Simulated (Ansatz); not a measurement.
# Br on Nb(110): change of the work function, part 5 of 5

Wanted: Δφ(θ) for Br/Nb(110), starting from the longbridge site.

Ansatz 0.2.0; plane-wave DFT, PBE, Ansatz PAW.

So far, work function, upper face (eV): step 2 (the clean slab) 4.49; step 5 (adsorbate added, k-mesh 11×11×1, coverage 1 ML) 3.77; step 7 (the slab at 0.25 ML, atoms frozen) 4.13; step 8 (the substrate of the 0.25 ML cell alone) 4.48; step 9 (the adsorbate layer of the 0.25 ML cell alone) 7.39.

### Step 11. A changed input: basis.ecutwfc = "800 eV"

This step: plane-wave DFT, PBE, Ansatz PAW (Ansatz 0.2.0).

System of this step: Br/Nb(110). The cell holds 5 atoms: 4 Nb and 1 Br. Cell: a = 2.858 Å, b = 2.858 Å, c = 27.417 Å, α = 90.0°, β = 90.0°, γ = 70.5°. Vacuum lies along c.

A run with a changed input: it repeats the earlier run at 1 ML with basis.ecutwfc to 800 eV.

The input, input.yaml:

```yaml
crystal:
  lattice:
    - [2.3334523779, -1.65, 0.0]
    - [2.3334523779, 1.65, 0.0]
    - [0.0, 0.0, 27.4169313467]
  atoms:
    - { symbol: Nb, position: [0.0, 0.0, 0.3282643081] }
    - { symbol: Nb, position: [0.5, 0.5, 0.4133742116] }
    - { symbol: Nb, position: [0.0, 0.0, 0.4995550182] }
    - { symbol: Nb, position: [0.5, 0.5, 0.5811379145] }
    - { symbol: Br, position: [0.0, 0.0, 0.6717356919] }
kpoints:
  mp_grid: { grid: [11, 11, 1] }
hamiltonian:
  xc: pbe
scf:
  occupations: { method: fermi_dirac, width: 0.1 }
  convergence: { dr2_threshold: 1.0e-08 }
efield:
  axis: 3
  dipole_correction: true
  ramp_position: 0.97
  ramp_width: 0.06
relax:
  f_tol: 0.02
  max_steps: 60
  constraints: [{ sites: [0, 1] }]
output:
  bader: true
  write_potential: true
  write_density: true
  volumetric_format: npy
basis:
  ecutwfc: "800 eV"
```

Command:

```
$ ansatz run input.yaml --threads 4 --pin off --max-ram 6144MiB --backend cpu --events-out ev --progress --plain --runs-dir out
```

Numbers of over 12 decimals in the logs are rounded to 6 here.

Output:

```text
[...]
Crystal: 5 atoms, lattice volume = 211.121 Å³
Basis set: ecut = 800 eV, 10963 PW (Γ), exchange–correlation on 54×54×512 points (8 copies of the dense FFT grid, shifted against one another)
Bands: 36, of which v1, the nominal top of the filled ones, is band 30 counted from 1 (29 counted from 0)
Symmetry: 4 space group operations
[...]
k-points: 36 of 121
[...]
SCF iter   1: F=—  HF=-20990.983454 eV  |F-HF|=—  |Δ(HF+E_count)|=         —  Δρ=8.00e-3  dr2=3.17e0  ethr=1.77e-3  p=-0.006 e·Å  D=-4.74e-3 V/Å  ΔV_dip=0.13 eV  dr2_dipole=2.85e-1  V_vac-E_F(+/−)=4.96/4.83 eV  ⟨swp⟩=7.8  Hψ=6273  notcnv=0
[...]
SCF iter   9: F=-20990.895666 eV  HF=-20990.895666 eV  |F-HF|=1.07e-9  |Δ(HF+E_count)|=   7.05e-9  Δρ=4.34e-7  dr2=2.14e-9  ethr=1.69e-11  p=0.011 e·Å  D=9.61e-3 V/Å  ΔV_dip=-0.26 eV  dr2_dipole=6.22e-10  V_vac-E_F(+/−)=4.27/4.53 eV  ⟨swp⟩=10.3  Hψ=9446  notcnv=0
SCF 1 converged in 9 iterations: F = -20990.895666 eV  dr2 = 2.14e-9
[...]
relax step   1: F+E_penalty+E_count = -20990.89566573 eV  Δ(F+E_penalty+E_count) = +0.000e0 eV  max|allowed force component| = 1.177e0 eV/Å  Δτ_max = 0.0000 Å  (9 SCF iters, accepted)
[...]
SCF iter   9: F=-20991.142716 eV  HF=-20991.142716 eV  |F-HF|=6.91e-11  |Δ(HF+E_count)|=   3.15e-8  Δρ=6.54e-7  dr2=2.18e-9  ethr=1.69e-11  p=0.033 e·Å  D=2.79e-2 V/Å  ΔV_dip=-0.77 eV  dr2_dipole=1.87e-10  V_vac-E_F(+/−)=3.78/4.54 eV  ⟨swp⟩=11.0  Hψ=10141  notcnv=0
SCF 2 converged in 9 iterations: F = -20991.142716 eV  dr2 = 2.18e-9
relax step   2: F+E_penalty+E_count = -20991.14271579 eV  Δ(F+E_penalty+E_count) = -2.471e-1 eV  max|allowed force component| = 1.302e-1 eV/Å  Δτ_max = 0.1948 Å  (9 SCF iters, accepted)
SCF iter   1: F=—  HF=-20991.195700 eV  |F-HF|=—  |Δ(HF+E_count)|=         —  Δρ=1.02e-2  dr2=1.85e0  ethr=3.10e-3  p=0.033 e·Å  D=2.79e-2 V/Å  ΔV_dip=-0.77 eV  dr2_dipole=4.25e-1  V_vac-E_F(+/−)=3.79/4.56 eV  ⟨swp⟩=6.1  Hψ=3964  notcnv=0
[...]
SCF iter   9: F=-20991.137994 eV  HF=-20991.137994 eV  |F-HF|=1.15e-9  |Δ(HF+E_count)|=   1.06e-8  Δρ=4.85e-7  dr2=1.22e-9  ethr=1.69e-11  p=0.035 e·Å  D=3.02e-2 V/Å  ΔV_dip=-0.83 eV  dr2_dipole=6.66e-11  V_vac-E_F(+/−)=3.74/4.57 eV  ⟨swp⟩=10.1  Hψ=9208  notcnv=0
SCF 3 converged in 9 iterations: F = -20991.137994 eV  dr2 = 1.22e-9
relax step   3: F+E_penalty+E_count = -20991.13799351 eV  Δ(F+E_penalty+E_count) = +4.722e-3 eV  max|allowed force component| = 2.179e-1 eV/Å  Δτ_max = 0.1627 Å  (9 SCF iters, rejected (line search))
[...]
SCF iter   9: F=-20991.148525 eV  HF=-20991.148525 eV  |F-HF|=1.42e-9  |Δ(HF+E_count)|=   1.77e-9  Δρ=3.90e-7  dr2=4.96e-10  ethr=1.69e-11  p=0.034 e·Å  D=2.88e-2 V/Å  ΔV_dip=-0.79 eV  dr2_dipole=1.78e-11  V_vac-E_F(+/−)=3.77/4.56 eV  ⟨swp⟩=10.2  Hψ=9534  notcnv=0
SCF 4 converged in 9 iterations: F = -20991.148525 eV  dr2 = 4.96e-10
relax step   4: F+E_penalty+E_count = -20991.14852474 eV  Δ(F+E_penalty+E_count) = -5.809e-3 eV  max|allowed force component| = 8.361e-3 eV/Å  Δτ_max = 0.0651 Å  (9 SCF iters, accepted)
[...]
SCF converged after 9 iterations
Free energy (F): -20991.148525 eV
[...]
Internal energy: -20990.973368 eV  (E = F + TS)
E sigma→0 (E₀):  -20991.060946 eV
Entropy (-TS):   -0.175157 eV (-35.031 meV/atom)
Fermi energy:    4.771864 eV
Dipole field:    D = 0.028767 V/Å  (p = 0.033564 e·Å, saw-weighted, corrected)
Work function:   Φ+ = 3.7672 eV   Φ− = 4.5560 eV
[...]
--- Forces (eV/Å), atoms counted from 1 ---
  atom   1  Nb     0.00000000     0.00000000     0.27027071
  atom   2  Nb     0.00000000     0.00000000    -0.25902435
  atom   3  Nb     0.00000000     0.00000000     0.00133086
  atom   4  Nb     0.00000000     0.00000000    -0.00422391
  atom   5  Br     0.00000000     0.00000000    -0.00836138
  max |Σ_I F_I| component: 8.07e-6 eV/Å
--- Band table (eV; the first three rows and the last of 36) ---
  k-point 0: bands = [... 26 lower, 4.3444, 4.6238, 4.7625, 4.9737, 5.1404, 5.5697, 6.0396, 6.7354, ... 2 higher]
  k-point 1: bands = [... 26 lower, 4.2840, 4.5021, 4.6469, 4.8630, 5.0161, 5.5653, 5.7094, 6.6830, ... 2 higher]
  k-point 2: bands = [... 26 lower, 4.0782, 4.1839, 4.3609, 4.7162, 4.8639, 5.4180, 5.8121, 6.6655, ... 2 higher]
  k-point 35: bands = [... 26 lower, 3.5080, 4.0653, 4.7284, 5.7943, 6.1372, 6.6456, 7.0259, 7.2578, ... 2 higher]
--- Relaxed structure (4 steps of the walk, 3 accepted, 0 SCFs on fresh bases) ---
  F+E_penalty+E_count = -20991.14852474 eV   max|allowed force component| = 8.361e-3 eV/Å
  atoms:
    - { symbol: Nb, position: [0.0, 0.0, 0.3282643081] }
    - { symbol: Nb, position: [0.5, 0.5, 0.4133742116] }
    - { symbol: Nb, position: [0.0, 0.0, 0.498523] }
    - { symbol: Nb, position: [0.5, 0.5, 0.585110] }
    - { symbol: Br, position: [0.0, 0.0, 0.662256] }
--- Bader charges: 5 sites ---
  site symbol  charge [e]  shift [e]
     0     Nb     -0.0837     0.0000
     1     Nb      0.0727     0.0000
     2     Nb      0.0884     0.0000
     3     Nb      0.3837     0.0002
     4     Br     -0.4611     0.0002
  estimated error of the sums over rays = 4.3e-4 e
```

It took 56 s on 4 threads of AMD EPYC 7R43, shared host; peak memory 1.2 GiB.

Step by step:

```csv
step,energy less that of the first step (eV),largest force component (eV/Å)
1,0.0000,1.1772
2,-0.2470,0.1302
3,-0.2423,0.2179
4,-0.2529,0.0084
```

Relaxation step 3 was tried and not accepted.

Forces are held to the 4 operations that the run works with; a distortion that breaks them can't arise in this run.

The atoms that moved most (Å):

```csv
atom,dx,dy,dz,length
Br5,0.000,0.000,-0.260,0.260
Nb4,0.000,0.000,0.109,0.109
Nb3,0.000,0.000,-0.028,0.028
```

Final coordinates:

```
Nb Br
1.0
     2.33345   -1.65000    0.00000
     2.33345    1.65000    0.00000
     0.00000    0.00000   27.41693
Nb Br
4 1
Cartesian
  0.0000 0.0000 9.0000
  2.3335 0.0000 11.3335
  0.0000 0.0000 13.6680
  2.3335 0.0000 16.0419
  0.0000 0.0000 18.1570
```

Numbers from this step:

```
energy at zero smearing        : -20991.0609 eV
work function, upper face      : 3.767 eV
work function, lower face      : 4.556 eV
dipole along the normal        : 0.03356 e·Å
step between the vacuum levels : -0.7887 eV
```

```csv
quantity,this run,earlier run,difference
"work function, upper face (eV)",3.767,3.767,2.6e-5
"work function, lower face (eV)",4.556,4.556,1.7e-5
dipole along the normal (e·Å),0.03356,0.03356,-3.9e-7
```

Nothing in the table moves by 0.01 in its unit (for the dipole 0.5 % and 5e-5 e·Å).

### Step 12. Varying the input: efield.amplitude = -0.05

System of this step: Nb(110). The cell holds 4 atoms: 4 Nb. Its edges and angles: a = 2.858 Å, b = 2.858 Å, c = 25.000 Å, α = 90.0°, β = 90.0°, γ = 70.5°. Vacuum lies along c.

Another changed input: it repeats the earlier run at 0 ML with efield.amplitude to -0.05.

input.yaml, the sections that differ from step 11:

```yaml
crystal:
  lattice:
    - [2.3334523779, -1.65, 0.0]
    - [2.3334523779, 1.65, 0.0]
    - [0.0, 0.0, 25.0003571337]
  atoms:
    - { symbol: Nb, position: [0.0, 0.0, 0.3599948573] }
    - { symbol: Nb, position: [0.5, 0.5, 0.4533316191] }
    - { symbol: Nb, position: [0.0, 0.0, 0.5466683809] }
    - { symbol: Nb, position: [0.5, 0.5, 0.6400051427] }
efield:
  axis: 3
  dipole_correction: true
  ramp_position: 0.97
  ramp_width: 0.06
  amplitude: -0.05
output:
  write_potential: true
  write_density: true
  volumetric_format: npy
# kpoints, hamiltonian, scf, relax: as in step 11
# basis: removed
```

Output:

```text
[...]
Crystal: 4 atoms, lattice volume = 192.513 Å³
Basis set: ecut = 420 eV, 3769 PW (Γ), exchange–correlation on 40×40×360 points (8 copies of the dense FFT grid, shifted against one another)
Bands: 32, of which v1, the nominal top of the filled ones, is band 26 counted from 1 (25 counted from 0)
Symmetry: 4 space group operations
k-points: 36 of 121
[...]
SCF iter   1: F=—  HF=-18211.024718 eV  |F-HF|=—  |Δ(HF+E_count)|=         —  Δρ=5.61e-2  dr2=4.87e1  ethr=3.10e-3  p=-0.022 e·Å  D=-2.11e-2 V/Å  ΔV_dip=0.53 eV  dr2_dipole=4.55e-4  V_vac-E_F(+/−)=6.27/6.89 eV  ⟨swp⟩=8.1  Hψ=5725  notcnv=0
[...]
SCF iter  11: F=-18207.206220 eV  HF=-18207.206220 eV  |F-HF|=8.22e-10  |Δ(HF+E_count)|=   4.27e-9  Δρ=3.44e-7  dr2=3.23e-10  ethr=1.92e-11  p=-0.024 e·Å  D=-2.27e-2 V/Å  ΔV_dip=0.57 eV  dr2_dipole=2.33e-11  V_vac-E_F(+/−)=4.23/4.80 eV  ⟨swp⟩=9.1  Hψ=7081  notcnv=0
SCF 1 converged in 11 iterations: F = -18207.206220 eV  dr2 = 3.23e-10
[...]
relax step   1: F+E_penalty+E_count = -18207.20622044 eV  Δ(F+E_penalty+E_count) = +0.000e0 eV  max|allowed force component| = 4.313e-1 eV/Å  Δτ_max = 0.0000 Å  (11 SCF iters, accepted)
[...]
SCF iter   9: F=-18207.200634 eV  HF=-18207.200634 eV  |F-HF|=2.55e-9  |Δ(HF+E_count)|=   1.63e-8  Δρ=7.09e-7  dr2=1.68e-9  ethr=1.92e-11  p=-0.019 e·Å  D=-1.81e-2 V/Å  ΔV_dip=0.45 eV  dr2_dipole=2.98e-11  V_vac-E_F(+/−)=4.12/4.81 eV  ⟨swp⟩=9.8  Hψ=8114  notcnv=0
SCF 2 converged in 9 iterations: F = -18207.200634 eV  dr2 = 1.68e-9
relax step   2: F+E_penalty+E_count = -18207.20063376 eV  Δ(F+E_penalty+E_count) = +5.587e-3 eV  max|allowed force component| = 6.134e-1 eV/Å  Δτ_max = 0.1193 Å  (9 SCF iters, rejected (line search))
[...]
SCF iter   8: F=-18207.224959 eV  HF=-18207.224959 eV  |F-HF|=9.14e-9  |Δ(HF+E_count)|=   5.98e-8  Δρ=1.25e-6  dr2=2.76e-9  ethr=1.92e-11  p=-0.022 e·Å  D=-2.08e-2 V/Å  ΔV_dip=0.52 eV  dr2_dipole=2.55e-12  V_vac-E_F(+/−)=4.18/4.81 eV  ⟨swp⟩=10.4  Hψ=8473  notcnv=0
SCF 3 converged in 8 iterations: F = -18207.224959 eV  dr2 = 2.76e-9
relax step   3: F+E_penalty+E_count = -18207.22495870 eV  Δ(F+E_penalty+E_count) = -1.874e-2 eV  max|allowed force component| = 2.322e-2 eV/Å  Δτ_max = 0.0569 Å  (8 SCF iters, accepted)
SCF iter   1: F=—  HF=-18207.225364 eV  |F-HF|=—  |Δ(HF+E_count)|=         —  Δρ=6.39e-4  dr2=5.60e-3  ethr=7.67e-5  p=-0.022 e·Å  D=-2.08e-2 V/Å  ΔV_dip=0.52 eV  dr2_dipole=5.71e-4  V_vac-E_F(+/−)=4.18/4.81 eV  ⟨swp⟩=1.8  Hψ=1872  notcnv=0
[...]
SCF iter   7: F=-18207.225009 eV  HF=-18207.225009 eV  |F-HF|=1.64e-9  |Δ(HF+E_count)|=   1.11e-8  Δρ=6.32e-7  dr2=1.63e-9  ethr=1.92e-11  p=-0.022 e·Å  D=-2.06e-2 V/Å  ΔV_dip=0.52 eV  dr2_dipole=2.77e-10  V_vac-E_F(+/−)=4.18/4.81 eV  ⟨swp⟩=10.0  Hψ=7963  notcnv=0
SCF 4 converged in 7 iterations: F = -18207.225009 eV  dr2 = 1.63e-9
relax step   4: F+E_penalty+E_count = -18207.22500851 eV  Δ(F+E_penalty+E_count) = -4.981e-5 eV  max|allowed force component| = 6.264e-3 eV/Å  Δτ_max = 0.0101 Å  (7 SCF iters, accepted)
[...]
SCF converged after 7 iterations
Free energy (F): -18207.225009 eV
[...]
Internal energy: -18207.050236 eV  (E = F + TS)
E sigma→0 (E₀):  -18207.137622 eV
Entropy (-TS):   -0.174773 eV (-43.693 meV/atom)
Fermi energy:    4.003839 eV
Dipole field:    D = -0.020661 V/Å  (p = -0.021981 e·Å, saw-weighted, corrected)
Work function:   not extracted (applied field tilts the vacuum); planar V_es + V_field profile in the machine report
[...]
--- Forces (eV/Å), atoms counted from 1 ---
  atom   1  Nb     0.00000000     0.00000000     0.37968651
  atom   2  Nb     0.00000000     0.00000000    -0.39029785
  atom   3  Nb     0.00000000     0.00000000     0.00434885
  atom   4  Nb     0.00000000     0.00000000     0.00626417
  max |Σ_I F_I| component: 1.67e-6 eV/Å
--- Band table (eV; the first three rows and the last of 36) ---
  k-point 0: bands = [... 22 lower, 3.4642, 3.5100, 3.6860, 4.0722, 4.1759, 4.6376, 4.6657, 5.7036, ... 2 higher]
  k-point 1: bands = [... 22 lower, 3.3792, 3.4690, 3.6436, 3.9909, 4.2785, 4.3744, 4.7478, 5.2227, ... 2 higher]
  k-point 2: bands = [... 22 lower, 3.1662, 3.3265, 3.5717, 3.6819, 3.8117, 4.3391, 4.9251, 5.1160, ... 2 higher]
  k-point 35: bands = [... 22 lower, 2.5930, 3.3371, 3.6365, 5.2145, 5.4981, 6.3296, 6.4219, 6.6446, ... 2 higher]
--- Relaxed structure (4 steps of the walk, 3 accepted, 0 SCFs on fresh bases) ---
  F+E_penalty+E_count = -18207.22500851 eV   max|allowed force component| = 6.264e-3 eV/Å
  atoms:
    - { symbol: Nb, position: [0.0, 0.0, 0.359995] }
    - { symbol: Nb, position: [0.5, 0.5, 0.4533316191] }
    - { symbol: Nb, position: [0.0, 0.0, 0.547843] }
    - { symbol: Nb, position: [0.5, 0.5, 0.637324] }
```

Elapsed: 14 s, on 4 threads; peak memory 0.58 GiB.

Step by step:

```csv
step,energy less that of the first step (eV),largest force component (eV/Å)
1,0.0000,0.4313
2,0.0056,0.6134
3,-0.0187,0.0232
4,-0.0188,0.0063
```

Relaxation step 2 was tried and not accepted.

Forces are held to the 4 operations that the run works with; a distortion that breaks them can't arise in this run.

The atoms that moved most (Å):

```csv
atom,dx,dy,dz,length
Nb4,0.000,0.000,-0.067,0.067
Nb3,0.000,0.000,0.029,0.029
```

The relaxed structure:

```
Nb
1.0
     2.33345   -1.65000    0.00000
     2.33345    1.65000    0.00000
     0.00000    0.00000   25.00036
Nb
4
Cartesian
  0.0000 0.0000 9.0000
  2.3335 0.0000 11.3335
  0.0000 0.0000 13.6963
  2.3335 0.0000 15.9333
```

This step gave:

| Quantity | Value |
| --- | --- |
| energy at zero smearing | -18207.1376 eV |
| dipole along the normal | -0.02198 e·Å |

```csv
quantity,this run,earlier run,difference
dipole along the normal (e·Å),-0.02198,0.001984,-0.024
```

The applied field differs between the two, so the dipoles differ in any case.

### Step 13. Outcome

```json
{
  "work function of the clean face": "4.49 eV",
  "work function at 0.25 ML": "4.13 eV",
  "work function at 0.5 ML": "3.79 eV",
  "work function at 1 ML": "3.77 eV",
  "dipole per adsorbate at 0.25 ML, positive end outwards": "0.29 D",
  "step of the potential from the moved charge at 0.25 ML, upper less lower side, atoms held": "-0.349 eV"
}
```

Br lowers the work function of Nb(110) at the lowest coverage, by 0.36 eV: the adsorbate layer has its positive end outwards. The dipole per adsorbate falls from 0.29 to 0.15 D as the layer fills. Neighbouring dipoles depolarise each other, and heights and bonding change with coverage too. An electronegative adsorbate that lowers the work function shows that charge transfer alone doesn't fix the sign: the pushed-back electron tail of the metal and the adsorbate's own polarisation count too. At the highest coverage the adsorbates are pressed to about 2.9 Å, closer than unbonded atoms of this kind usually come, so a real layer may not reach it. The slab has 4 layers, at the tabulated experimental lattice constant, one starting site was run, and quantum-size effects of a slab this thin can reach one or two tenths of an eV.

[Logs are printed without paths, hosts, clocks, repeated set-up lines and the standing remarks that a program may print on its own settings, such as how far it seeks lower states.]

[Hosts, paths, dates, database ids (printed as entryN), source tags and the programs' standing remarks are cut or masked in the printed files.]

[Maps of the electrostatic potential energy from Ansatz leave out the sawtooth potential of an applied field or a dipole correction, so their vacuum need not be flat; planar profiles and work functions include it.]
